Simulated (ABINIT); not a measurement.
# Dielectric function and optical constants of BaZrO3

Wanted: where BaZrO3 starts to absorb, how strongly, and its refractive index.

Calculated with ABINIT 10.8.3; DFT, PBE, plane waves with norm-conserving potentials (PseudoDojo), scalar-relativistic, independent-particle linear optical response without local fields.

## Step 1: Starting point

The structure is cubic, space group Pm-3m (No. 221). Conventional cell: a = 4.191 Å, b = 4.191 Å, c = 4.191 Å, α = 90.00°, β = 90.00°, γ = 90.00°. Nearest to Ba lie 12 O at 2.96 Å. Nearest to Zr lie 6 O at 2.10 Å. O has 2 Zr at 2.10 Å and 4 Ba at 2.96 Å nearest. Farther neighbours and most contacts between anions are not listed.

## Step 2: Ground state, bands and velocity matrix elements

The self-consistent density comes first; it also tells whether there is a gap, which decides the occupations and the need for a Drude term.

This step: DFT, PBE, plane waves with norm-conserving potentials (PseudoDojo), scalar-relativistic, ground state, bands at fixed density and velocity matrix elements (ABINIT 10.8.3).

Input file run.abi:

```
# ground state, bands on a dense mesh, and the derivatives d/dk of the wave functions
ndtset 3

ngkpt1 5 5 5
shiftk1 0.0 0.0 0.0
tolvrs1 1.0d-12
nband1 24
prtden1 1

iscf2 -2
getden2 1
ngkpt2 8 8 8
shiftk2 0.0 0.0 0.0
kptopt2 1
nband2 53
nbdbuf2 4
tolwfr2 1.0d-14

optdriver3 8
wfk_task3 "wfk_ddk"
prtevk3 1
getwfk3 2
getden3 1
iscf3 -2
ngkpt3 8 8 8
shiftk3 0.0 0.0 0.0
kptopt3 1
nband3 53

nshiftk 1
occopt 3
tsmear 0.001837
ecut 45.0
nstep 80
iomode 3
chksymbreak 0
chkprim 0
chksymtnons 0
acell 3*1.0 Angstrom
rprim
  4.191340000000 0.000000000000 0.000000000000
  0.000000000000 4.191340000000 0.000000000000
  0.000000000000 0.000000000000 4.191340000000
natom 5
ntypat 3
znucl 56 40 8
typat 1 2 3 3 3
xred
  0.000000000000 0.000000000000 0.000000000000
  0.500000000000 0.500000000000 0.500000000000
  0.500000000000 0.500000000000 0.000000000000
  0.500000000000 0.000000000000 0.500000000000
  0.000000000000 0.500000000000 0.500000000000
pseudos "Ba.upf, Zr.upf, O.upf"
```

Command:

```sh
mpirun -n 4 abinit run.abi
```

Numbers of over 12 decimals in the logs are rounded to 6 here.

The log of the run:

```text
DATASET    1 : space group Pm -3 m (#221); Bravais cP (primitive cubic)
 DATASET    2 : space group Pm -3 m (#221); Bravais cP (primitive cubic)
 DATASET    3 : space group Pm -3 m (#221); Bravais cP (primitive cubic)
            ngfft          48      48      48
                         0.06400    0.19200    0.19200    0.06400
                         0.04688    0.04688    0.02344    0.02344    0.04688    0.02344
                         0.02344    0.02344    0.00586    0.01563    0.04688    0.04688
                         0.02344    0.04688    0.09375    0.04688    0.04688    0.04688
                         0.01172    0.01563    0.04688    0.02344    0.04688    0.04688
                         0.01172    0.01563    0.02344    0.01172    0.00195
                         0.04688    0.04688    0.02344    0.02344    0.04688    0.02344
                         0.02344    0.02344    0.00586    0.01563    0.04688    0.04688
                         0.02344    0.04688    0.09375    0.04688    0.04688    0.04688
                         0.01172    0.01563    0.04688    0.02344    0.04688    0.04688
                         0.01172    0.01563    0.02344    0.01172    0.00195
== DATASET  1 ==================================================================
 Real(R)+Recip(G) space primitive vectors, cartesian coordinates (Bohr,Bohr^-1):
 R(1)=  7.9204847  0.0000000  0.0000000  G(1)=  0.1262549  0.0000000  0.0000000
 R(2)=  0.0000000  7.9204847  0.0000000  G(2)=  0.0000000  0.1262549  0.0000000
 R(3)=  0.0000000  0.0000000  7.9204847  G(3)=  0.0000000  0.0000000  0.1262549
 Unit cell volume ucvol=  4.9688430E+02 bohr^3
 Angles (23,13,12)=  9.00000000E+01  9.00000000E+01  9.00000000E+01 degrees
 getcut: wavevector=  0.0000  0.0000  0.0000  ngfft=  48  48  48
     iter   Etot(hartree)      deltaE(h)  residm     vres2
 ETOT  1  -128.21709514059    -1.282E+02 1.666E-01 1.553E+03
 ETOT  2  -127.76904202106     4.481E-01 4.947E-02 2.916E+03
 ETOT  3  -128.66120305968    -8.922E-01 8.670E-03 9.630E+01
 ETOT  4  -128.68449330197    -2.329E-02 2.318E-03 4.168E+00
 ETOT  5  -128.68478694018    -2.936E-04 3.831E-04 1.920E+00
 ETOT  6  -128.68523677135    -4.498E-04 1.736E-04 2.937E-02
 ETOT  7  -128.68524019215    -3.421E-06 4.197E-04 4.322E-03
 ETOT  8  -128.68524116870    -9.766E-07 1.431E-04 1.082E-04
 ETOT  9  -128.68524119400    -2.530E-08 3.967E-04 3.555E-06
 ETOT 10  -128.68524119440    -4.061E-10 1.232E-04 2.702E-08
 ETOT 11  -128.68524119442    -1.248E-11 3.073E-04 7.905E-10
 ETOT 12  -128.68524119442    -1.819E-12 8.835E-05 1.263E-11
 ETOT 13  -128.68524119441     5.116E-12 2.062E-04 6.942E-14
 At SCF step   13       vres2   =  6.94E-14 < tolvrs=  1.00E-12 =>converged.
 Cartesian components of stress tensor (hartree/bohr^3)
  sigma(1 1)= -1.43622797E-04  sigma(3 2)=  0.00000000E+00
  sigma(2 2)= -1.43622797E-04  sigma(3 1)=  0.00000000E+00
  sigma(3 3)= -1.43622797E-04  sigma(2 1)=  0.00000000E+00
 Mean square residual over all n,k,spin=   12.692E-07; max=  20.624E-05
 Fermi (or HOMO) energy (hartree) =   0.29319   Average Vxc (hartree)=  -0.40395
 Eigenvalues (hartree) for nkpt=  10  k points:
 kpt#   1, nband= 24, wtk=  0.00800, kpt=  0.0000  0.0000  0.0000 (reduced coord)
  -1.49150   -0.69313   -0.68910   -0.68910   -0.68910   -0.36305   -0.35272   -0.35272
  -0.14637   -0.14637   -0.14637    0.18303    0.18303    0.18303    0.19987    0.19987
   0.19987    0.22828    0.22828    0.22828    0.35426    0.35426    0.35426    0.40908
   2.00000    2.00000    2.00000    2.00000    2.00000    2.00000    2.00000    2.00000
   2.00000    2.00000    2.00000    2.00000    2.00000    2.00000    2.00000    2.00000
   2.00000    2.00000    2.00000    2.00000    0.00000    0.00000    0.00000    0.00000
kinetic             :  5.41952068102152E+01
hartree             :  2.48127407745154E+01
xc                  : -2.94082236778709E+01
Ewald energy        : -9.89944784172203E+01
psp_core            :  5.16310209714224E+00
local_psp           : -8.56002112766235E+01
non_local_psp       :  1.14662249542948E+00
internal            : -1.28685241194412E+02
'-kT*entropy'       :  3.13238223906849E-15
total_energy        : -1.28685241194412E+02
total_energy_eV     : -3.50170380229838E+03
 Cartesian components of stress tensor (hartree/bohr^3)
  sigma(1 1)= -1.43622797E-04  sigma(3 2)=  0.00000000E+00
  sigma(2 2)= -1.43622797E-04  sigma(3 1)=  0.00000000E+00
  sigma(3 3)= -1.43622797E-04  sigma(2 1)=  0.00000000E+00
-Cartesian components of stress tensor (GPa)         [Pressure=  4.2255E+00 GPa]
== DATASET  2 ==================================================================
 Real(R)+Recip(G) space primitive vectors, cartesian coordinates (Bohr,Bohr^-1):
 R(1)=  7.9204847  0.0000000  0.0000000  G(1)=  0.1262549  0.0000000  0.0000000
 R(2)=  0.0000000  7.9204847  0.0000000  G(2)=  0.0000000  0.1262549  0.0000000
 R(3)=  0.0000000  0.0000000  7.9204847  G(3)=  0.0000000  0.0000000  0.1262549
 Unit cell volume ucvol=  4.9688430E+02 bohr^3
 Angles (23,13,12)=  9.00000000E+01  9.00000000E+01  9.00000000E+01 degrees
 getcut: wavevector=  0.0000  0.0000  0.0000  ngfft=  48  48  48
 Mean square residual over all n,k,spin=   46.957E-16; max=  99.921E-16
 Eigenvalues (hartree) for nkpt=  35  k points:
 kpt#   1, nband= 53, wtk=  0.00195, kpt=  0.0000  0.0000  0.0000 (reduced coord)
  -1.49150   -0.69313   -0.68910   -0.68910   -0.68910   -0.36305   -0.35272   -0.35272
  -0.14637   -0.14637   -0.14637    0.18303    0.18303    0.18303    0.19987    0.19987
   0.19987    0.22828    0.22828    0.22828    0.35426    0.35426    0.35426    0.40908
   0.40908    0.45476    0.51036    0.51036    0.54981    0.54981    0.54981    0.79329
   0.79329    0.79329    0.80732    0.85255    0.90485    0.90485    0.90485    1.00218
   1.00218    1.09249    1.09249    1.09249    1.09445    1.09445    1.09445    1.25633
   1.25633    1.25633    1.27312    1.27312    1.29184
== DATASET  3 ==================================================================
            ngfft          48      48      48
                         0.06400    0.19200    0.19200    0.06400
                         0.04688    0.04688    0.02344    0.02344    0.04688    0.02344
                         0.02344    0.02344    0.00586    0.01563    0.04688    0.04688
                         0.02344    0.04688    0.09375    0.04688    0.04688    0.04688
                         0.01172    0.01563    0.04688    0.02344    0.04688    0.04688
                         0.01172    0.01563    0.02344    0.01172    0.00195
                         0.04688    0.04688    0.02344    0.02344    0.04688    0.02344
                         0.02344    0.02344    0.00586    0.01563    0.04688    0.04688
                         0.02344    0.04688    0.09375    0.04688    0.04688    0.04688
                         0.01172    0.01563    0.04688    0.02344    0.04688    0.04688
                         0.01172    0.01563    0.02344    0.01172    0.00195
[shortened to cell, iterations, levels, energies and stress; the echo of variables, forces, comments, warnings and credits are left out]
```

It took 2 min on 4 MPI ranks of Arm Neoverse V1, shared host; peak memory 0.16 GiB; 8 min of CPU time.

Read-outs, printed or worked out from the files:

| Quantity | Value |
| --- | --- |
| total energy | -128.7 Ha |
| gap on the k-mesh | 3.219 eV |
| direct gap on the mesh | 3.428 eV |

There is a gap, 3.22 eV on this mesh (points off the mesh can give less), so no carriers' term is needed.

## Step 3: Optical response

With the density converged, the vertical transitions are summed over the zone.

This step: DFT, PBE, plane waves with norm-conserving potentials (PseudoDojo), scalar-relativistic, independent-particle linear optical response without local fields (ABINIT 10.8.3).

Input file optic.abi:

```
&FILES
 ddkfile_1 = 'runo_DS3_1_EVK.nc',
 ddkfile_2 = 'runo_DS3_2_EVK.nc',
 ddkfile_3 = 'runo_DS3_3_EVK.nc',
 wfkfile = 'runo_DS2_WFK.nc'
/
&PARAMETERS
 broadening = 0.001837,
 domega = 0.0020212,
 maxomega = 0.80849,
 scissor = 0.0,
 tolerance = 0.002,
 nband_sum = 49
/
&COMPUTATIONS
 num_lin_comp = 1,
 lin_comp = 11,
 num_nonlin_comp = 0,
 num_linel_comp = 0,
 num_nonlin2_comp = 0
/
```

Command:

```sh
optic optic.abi
```

The log of the run:

```text

 OPTIC has originally been developed by
 S. Sharma, J. K. Dewhurst and C. Ambrosch-Draxl, Phys. Rev. B 67, 165332 (2003), and
 S. Sharma and C. Ambrosch-Draxl, Physica Scripta T 109 (2004).

 rprimd(bohr)      =   7.92048   0.00000   0.00000
                       0.00000   7.92048   0.00000
                       0.00000   0.00000   7.92048
 natom             =       5
 nkpt,mband        =      35      53
 ecut              =  45.00000 Ha
 newocc: new Fermi energy is       0.286508 , with nelect=     40.000000, Number of bisection calls: 3
 Fermi level: 7.7963  (eV)

 fermie            =   0.28651 Ha   7.79629 eV
 Scissor shift     =   0.00000 Ha
 Tolerance on closeness to singularities     =   0.00200 Ha
 Smearing factor      =   0.00184 Ha
 Will use the antiresonant approximation (meaning that the antiresonant terms are neglected)
 Will not perform the bands decomposition
 linear coeffs to be calculated :
 11
 non-linear coeffs to be calculated :

 electronic part of electro-optic coeffs to be calculated :

 non-linear coeffs (V2) to be calculated :

 linear optic matrix elements will be printed :0
 optic : Call pmat2cart
 No scissor shift to be applied. Returning to main optic routine.
 optic : Call linopt
  linopt            1           1
 calculated the component:           1           1   of dielectric function
  with broadening:         (0.000000,1.83700000000000009E-003)
 and scissors shift:   0.000000
 energy window:   74.772300      eV   2.747831      Ha
 optic : Call nlinopt
 optic : Call linelop
 optic : Call nonlinopt

================================================================================

 Calculation completed.
-
program: optic
version: 10.8.3
start_datetime:
end_datetime:
overall_cpu_time:           0.2
overall_wall_time:           0.2
mpi_procs: 1
omp_threads: 1
...
```

Run time: 0.71 s. Hardware: 1 thread; peak memory 0.05 GiB.

Numbers from this step:

* electronic dielectric constant ε∞, mean over x, y and z (by symmetry where fewer were run): 4.898

The Im ε, E ∥ x has structure finer than the step of the table below, so its rows give means over 0.5 eV, whole bins alone (the curve runs from 0.0550 to 21.9 eV). Peaks (eV: height): 5.44: 6.78, 5.77: 6.21, 6.27: 10.6, 7.86: 8.49, 9.51: 7.06, 9.84: 6.43, 10.17: 6.33.

Sum at mesh points, not converged in k; values under the direct gap are tails of Lorentzian lines. Im ε, E ∥ x against photon energy; means over each step:

photon energy (eV), Im ε, E ∥ x and a bar:
```
      0.5        0.0 
      1.0        0.0 
      1.5        0.0 
      2.0        0.0 
      2.5        0.0 
      3.0        0.1 
      3.5        0.3 #
      4.0        0.9 ####
      4.5        2.7 ############
      5.0        3.1 ##############
      5.5        5.1 ########################
      6.0        6.4 #############################
      6.5        6.4 ##############################
      7.0        3.2 ###############
      7.5        4.1 ###################
      8.0        6.5 ##############################
      8.5        4.2 ####################
      9.0        5.7 ##########################
      9.5        6.1 ############################
     10.0        5.6 ##########################
     10.5        3.7 #################
     11.0        2.0 #########
     11.5        1.4 #######
     12.0        1.2 ######
     12.5        1.1 #####
     13.0        1.1 #####
     13.5        1.3 ######
     14.0        1.7 ########
     14.5        1.1 #####
     15.0        1.2 ######
     15.5        1.6 #######
     16.0        2.1 ##########
     16.5        2.5 ############
     17.0        3.1 ##############
     17.5        3.2 ###############
     18.0        3.5 ################
     18.5        3.6 ################
     19.0        3.7 #################
     19.5        2.4 ###########
     20.0        1.4 ######
     20.5        1.1 #####
     21.0        1.1 #####
     21.5        1.0 #####
```

The reflectivity at normal incidence, E ∥ x has structure finer than the step of the table below, so its rows give means over 1 eV, whole bins alone (the curve runs from 0.0550 to 21.9 eV). Peaks (eV: height): 6.3: 38.7, 10.3: 45.1, 10.6: 50.9, 19.5: 49.7, 19.9: 52.0, 20.2: 49.3, 21.8: 41.4.

Sum at mesh points, not converged in k. Table of reflectivity at normal incidence, E ∥ x by photon energy; means over each step:

| photon energy (eV) | reflectivity at normal incidence, E ∥ x (%) |
| --- | --- |
| 1 | 14.5 |
| 2 | 15.4 |
| 3 | 17.4 |
| 4 | 21.5 |
| 5 | 24.9 |
| 6 | 29.9 |
| 7 | 19.2 |
| 8 | 27.2 |
| 9 | 26.2 |
| 10 | 36.2 |
| 11 | 38.5 |
| 12 | 18.5 |
| 13 | 6.03 |
| 14 | 7.63 |
| 15 | 6.19 |
| 16 | 11.5 |
| 17 | 16.2 |
| 18 | 22.5 |
| 19 | 33.7 |
| 20 | 43.3 |
| 21 | 33.3 |

The loss function −Im 1/ε at q → 0, E ∥ x has structure finer than the step of the table below, so its rows give means over 0.5 eV, whole bins alone (the curve runs from 0.0550 to 21.9 eV). Peaks (eV: height): 11.71: 0.947, 12.10: 0.974, 12.48: 1.30, 13.53: 0.560, 14.30: 0.580, 20.73: 0.791, 21.50: 0.957.

Sum at mesh points, not converged in k; values under the direct gap are tails of Lorentzian lines. The loss function −Im 1/ε at q → 0, E ∥ x by energy loss; means over each step:

energy loss (eV), loss function −Im 1/ε at q → 0, E ∥ x and a bar:
```
      0.5       0.00 
      1.0       0.00 
      1.5       0.00 
      2.0       0.00 
      2.5       0.00 
      3.0       0.00 
      3.5       0.01 
      4.0       0.02 #
      4.5       0.04 #
      5.0       0.06 ##
      5.5       0.06 ##
      6.0       0.08 ###
      6.5       0.16 ######
      7.0       0.19 #######
      7.5       0.09 ###
      8.0       0.14 #####
      8.5       0.19 #######
      9.0       0.14 #####
      9.5       0.16 ######
     10.0       0.17 ######
     10.5       0.21 #######
     11.0       0.37 #############
     11.5       0.63 #######################
     12.0       0.80 #############################
     12.5       0.82 ##############################
     13.0       0.46 #################
     13.5       0.41 ###############
     14.0       0.42 ###############
     14.5       0.40 ##############
     15.0       0.30 ###########
     15.5       0.22 ########
     16.0       0.24 #########
     16.5       0.25 #########
     17.0       0.24 #########
     17.5       0.27 ##########
     18.0       0.28 ##########
     18.5       0.28 ##########
     19.0       0.26 #########
     19.5       0.27 ##########
     20.0       0.41 ###############
     20.5       0.62 #######################
     21.0       0.66 ########################
     21.5       0.82 ##############################
```

At chosen wavelengths:

```
wavelength (nm)     n      k  R (%)     1/α
           1550  2.22  0.001   14.4   89 µm
           1064  2.24  0.002   14.6   41 µm
            633  2.28  0.004   15.3   12 µm
            532  2.32  0.005   15.8  7.7 µm
            405  2.43  0.011   17.4  2.8 µm
            365  2.54  0.043   18.9  674 nm
            248  2.56  0.494   20.7   40 nm
```

Below the direct gap, k and the depth come from the tails of the Lorentzian lines, not from transitions.

Rows near the edge hang on the gap, which this functional as a rule makes too small, and phonon-assisted absorption is left out.

## Step 4: Summary of results

* electronic dielectric constant ε∞, mean over x, y and z (by symmetry where fewer were run) (independent particles): 4.90

In words: At this level (PBE, independent particles) BaZrO3 has ε∞ = 4.90 and n = 2.22 at 1550 nm. On the mesh the gap is 3.22 eV and the least direct gap 3.43 eV, so on this mesh the band edges lie at different points. Excitons and phonon-assisted transitions are missing, and so are local fields; PBE gaps are as a rule too small, which pulls the onset down and ε∞ up. Spin-orbit coupling is left out although heavy atoms are present. The sum runs over mesh points 0.19 Å⁻¹ apart with no interpolation, so peaks are partly noise of the mesh and static values carry its error. Besides steps told in other documents, this task had 1 run with a known fault of program or setting; those not told in a step above aren't shown.

[Logs are printed without paths, hosts, clocks, repeated set-up lines and the standing remarks that a program may print on its own settings, such as how far it seeks lower states.]

[Hosts, paths, dates, database ids (printed as entryN), source tags and the programs' standing remarks are cut or masked in the printed files.]
